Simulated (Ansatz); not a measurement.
# Y on W(100): change of the work function, part 4 of 4

Wanted: Δφ(θ) for Y/W(100), starting from the hollow site.

Ansatz 0.2.0; plane-wave DFT, PBE, Ansatz PAW.

So far, work function, upper face (eV): step 2 (the clean slab) 4.14; step 3 (46 atoms, coverage 0.111 ML, cell 3x3) 3.37; step 4 (21 atoms, coverage 0.25 ML, cell 2x2) 2.66.

### Step 5. Adsorbate added, k-mesh 6×6×1, coverage 0.5 ML

System of this step: YW10 (Y/W(100)). The cell holds 22 atoms: 20 W and 2 Y. Cell: a = 6.320 Å, b = 6.320 Å, c = 27.089 Å, α = 90.0°, β = 90.0°, γ = 90.0°. Vacuum lies along c.

Another coverage, to see how the dipoles act on each other as their distance changes.

input.yaml

```yaml
crystal:
  lattice:
    - [6.32, 0.0, 0.0]
    - [0.0, 6.32, 0.0]
    - [0.0, 0.0, 27.0894077909]
  atoms:
    - { symbol: W, position: [0.0, 0.0, 0.3322331765] }
    - { symbol: W, position: [0.25, 0.25, 0.3905585563] }
    - { symbol: W, position: [0.0, 0.0, 0.4488532444] }
    - { symbol: W, position: [0.25, 0.25, 0.5095639611] }
    - { symbol: W, position: [0.0, 0.0, 0.5623676402] }
    - { symbol: W, position: [0.0, 0.5, 0.3322331765] }
    - { symbol: W, position: [0.25, 0.75, 0.3905585563] }
    - { symbol: W, position: [0.0, 0.5, 0.4488532444] }
    - { symbol: W, position: [0.25, 0.75, 0.5095639611] }
    - { symbol: W, position: [0.0, 0.5, 0.5623676402] }
    - { symbol: W, position: [0.5, 0.0, 0.3322331765] }
    - { symbol: W, position: [0.75, 0.25, 0.3905585563] }
    - { symbol: W, position: [0.5, 0.0, 0.4488532444] }
    - { symbol: W, position: [0.75, 0.25, 0.5095639611] }
    - { symbol: W, position: [0.5, 0.0, 0.5623676402] }
    - { symbol: W, position: [0.5, 0.5, 0.3322331765] }
    - { symbol: W, position: [0.75, 0.75, 0.3905585563] }
    - { symbol: W, position: [0.5, 0.5, 0.4488532444] }
    - { symbol: W, position: [0.75, 0.75, 0.5095639611] }
    - { symbol: W, position: [0.5, 0.5, 0.5623676402] }
    - { symbol: "Y", position: [0.25, 0.25, 0.6677668235] }
    - { symbol: "Y", position: [0.75, 0.75, 0.6677668235] }
kpoints:
  mp_grid: { grid: [6, 6, 1] }
hamiltonian:
  xc: pbe
scf:
  occupations: { method: fermi_dirac, width: 0.1 }
  convergence: { dr2_threshold: 1.0e-08 }
efield:
  axis: 3
  dipole_correction: true
  ramp_position: 0.97
  ramp_width: 0.06
relax:
  f_tol: 0.02
  max_steps: 60
  constraints: [{ sites: [0, 1, 5, 6, 10, 11, 15, 16] }]
output:
  dos: { projected: true, e_range: [-8, 4] }
  write_potential: true
  write_density: true
  volumetric_format: npy
  elf: true
```

Run with:

```bash
> ansatz run input.yaml --threads 4 --pin off --max-ram 16384MiB --backend cpu --events-out ev --progress --plain --runs-dir out
```

Numbers of over 12 decimals in the logs are rounded to 6 here.

Log:

```text
[...]
Crystal: 22 atoms, lattice volume = 1082.016 Å³
Basis set: ecut = 420 eV, 21191 PW (Γ), exchange–correlation on 90×90×384 points (8 copies of the dense FFT grid, shifted against one another)
Bands: 182, of which v1, the nominal top of the filled ones, is band 151 counted from 1 (150 counted from 0)
Symmetry: 16 space group operations
[...]
- { symbol: W, position: [0, 0.500000, 0.449071] }
[...]
- { symbol: W, position: [0.750000, 0.750000, 0.3905585563] }
    - { symbol: W, position: [0.500000, 0.500000, 0.449071] }
    - { symbol: W, position: [0.750000, 0.750000, 0.509546] }
    - { symbol: W, position: [0.500000, 0.500000, 0.564486] }
    - { symbol: Y, position: [0.250000, 0.250000, 0.636800] }
    - { symbol: Y, position: [0.750000, 0.750000, 0.636800] }
[key lines of the parts left out:]
SCF converged after 7 iterations
Free energy (F): -215376.134931 eV
Fermi energy:    5.086479 eV
Dipole field:    D = 0.071147 V/Å  (p = 0.425433 e·Å, saw-weighted, corrected)
Work function:   Φ+ = 2.3052 eV   Φ− = 4.2325 eV
```

The job ended after 4.6 min (4 threads of AMD EPYC 9R14 (Zen 4), shared host; peak memory 4.7 GiB).

Relaxation path:

```
step  energy less that of the first step (eV)  largest force component (eV/Å)
   1                                   0.0000                          2.2079
   2                                  -1.3517                          2.2909
   3                                  -2.2876                          1.8444
   4                                  -2.8912                          0.9834
   5                                  -3.1384                          0.2501
   6                                  -3.1654                          0.0428
   7                                  -3.1657                          0.0038
```

Forces are held to the 16 operations that the run works with; a distortion that breaks them can't arise in this run.

The atoms that moved most (Å):

```
atom     dx     dy      dz  length
 Y21  0.000  0.000  -0.839   0.839
 Y22  0.000  0.000  -0.839   0.839
  W5  0.000  0.000   0.057   0.057
 W10  0.000  0.000   0.057   0.057
 W15  0.000  0.000   0.057   0.057
 W20  0.000  0.000   0.057   0.057
  W9  0.000  0.000  -0.021   0.021
 W14  0.000  0.000  -0.021   0.021
```

The relaxed structure:

```xyz
22
Lattice="6.3200 0.0000 0.0000 0.0000 6.3200 0.0000 0.0000 0.0000 27.0894" Properties=species:S:1:pos:R:3
W     0.0000    0.0000    9.0000
W     1.5800    1.5800   10.5800
W     0.0000    0.0000   12.1651
W     1.5800    1.5800   13.8033
W     0.0000    0.0000   15.2916
W     0.0000    3.1600    9.0000
W     1.5800    4.7400   10.5800
W     0.0000    3.1600   12.1651
W     1.5800    4.7400   13.7826
W     0.0000    3.1600   15.2916
W     3.1600    0.0000    9.0000
W     4.7400    1.5800   10.5800
W     3.1600    0.0000   12.1651
W     4.7400    1.5800   13.7826
W     3.1600    0.0000   15.2916
W     3.1600    3.1600    9.0000
W     4.7400    4.7400   10.5800
W     3.1600    3.1600   12.1651
W     4.7400    4.7400   13.8033
W     3.1600    3.1600   15.2916
Y     1.5800    1.5800   17.2505
Y     4.7400    4.7400   17.2505
```

Running mean over 1.58 Å of the planar mean; the ramp of the sawtooth is left out. Table of electron's electrostatic potential energy less the Fermi level by z:

```
z (Å)  electron's electrostatic potential energy less the Fermi level (eV)
  3.5                                                                 4.23
  4.0                                                                 4.23
  4.5                                                                 4.23
  5.0                                                                 4.22
  5.5                                                                 4.20
  6.0                                                                 4.14
  6.5                                                                 3.96
  7.0                                                                 3.40
  7.5                                                                 1.70
  8.0                                                                -2.56
  8.5                                                                -7.96
  9.0                                                                -11.3
  9.5                                                                -12.1
 10.0                                                                -12.3
 10.5                                                                -12.5
 11.0                                                                -12.6
 11.5                                                                -12.6
 12.0                                                                -12.5
 12.5                                                                -12.2
 13.0                                                                -12.1
 13.5                                                                -12.3
 14.0                                                                -12.8
 14.5                                                                -13.1
 15.0                                                                -12.5
 15.5                                                                -10.5
 16.0                                                                -7.17
 16.5                                                                -4.55
 17.0                                                                -4.15
 17.5                                                                -3.88
 18.0                                                                -2.06
 18.5                                                                0.159
 19.0                                                                 1.47
 19.5                                                                 1.96
 20.0                                                                 2.16
 20.5                                                                 2.25
 21.0                                                                 2.28
 21.5                                                                 2.30
 22.0                                                                 2.30
 22.5                                                                 2.30
 23.0                                                                 2.30
 23.5                                                                 2.30
```

The relaxation took 7 steps and lowered the energy by 3.2 eV; the largest force on the free atoms ends at 0.0038 eV/Å.

The covered face has 2.31 eV, -1.84 eV against the clean one; the bare back face has moved by -0.02 eV, a measure of how thin the slab is.

### Step 6. Work function against coverage

This step: plane-wave DFT, PBE, Ansatz PAW; work function against coverage (Ansatz 0.2.0).

The runs are now put side by side.

Numbers from this step:

| Quantity | Value |
| --- | --- |
| work function of the clean face | 4.140 eV |
| largest change of the work function | -1.835 eV |

Table of work function of the covered face by coverage:

```
coverage (adsorbates/nm²)  work function of the covered face (eV)
                     0.00                                    4.14
                     1.11                                    3.37
                     2.50                                    2.66
                     5.01                                    2.31
```

The dipole per adsorbate comes from the change of the cell's dipole. Coverage, by row:

```
coverage (1/nm²)  coverage (ML)  work function (eV)  change (eV)  dipole per adsorbate, positive end outwards (debye)  mean height of the added atoms over the highest substrate atom (Å)
           1.113         0.1111               3.375      -0.7655                                                1.786                                                               1.846
           2.504           0.25               2.657       -1.483                                                1.555                                                               1.881
           5.007            0.5               2.305       -1.835                                                0.963                                                               1.959
```

### Step 7. Results

```
work function of the clean face                        : 4.14 eV
work function at 0.11 ML                               : 3.37 eV
work function at 0.25 ML                               : 2.66 eV
work function at 0.5 ML                                : 2.31 eV
dipole per adsorbate at 0.11 ML, positive end outwards : 1.79 D
```

Y lowers the work function of W(100) at the lowest coverage, by 0.77 eV: the adsorbate layer has its positive end outwards. The dipole per adsorbate falls from 1.79 to 0.96 D as the layer fills. Neighbouring dipoles depolarise each other, and heights and bonding change with coverage too. The slab has 5 layers, at the tabulated experimental lattice constant, one starting site was run, and quantum-size effects of a slab this thin can reach one or two tenths of an eV. The main runs have no spin polarisation; a magnetic state could lie lower and would change these results.

[Logs are printed without paths, hosts, clocks, repeated set-up lines and the standing remarks that a program may print on its own settings, such as how far it seeks lower states.]

[Hosts, paths, dates, database ids (printed as entryN), source tags and the programs' standing remarks are cut or masked in the printed files.]

[Maps of the electrostatic potential energy from Ansatz leave out the sawtooth potential of an applied field or a dipole correction, so their vacuum need not be flat; planar profiles and work functions include it.]
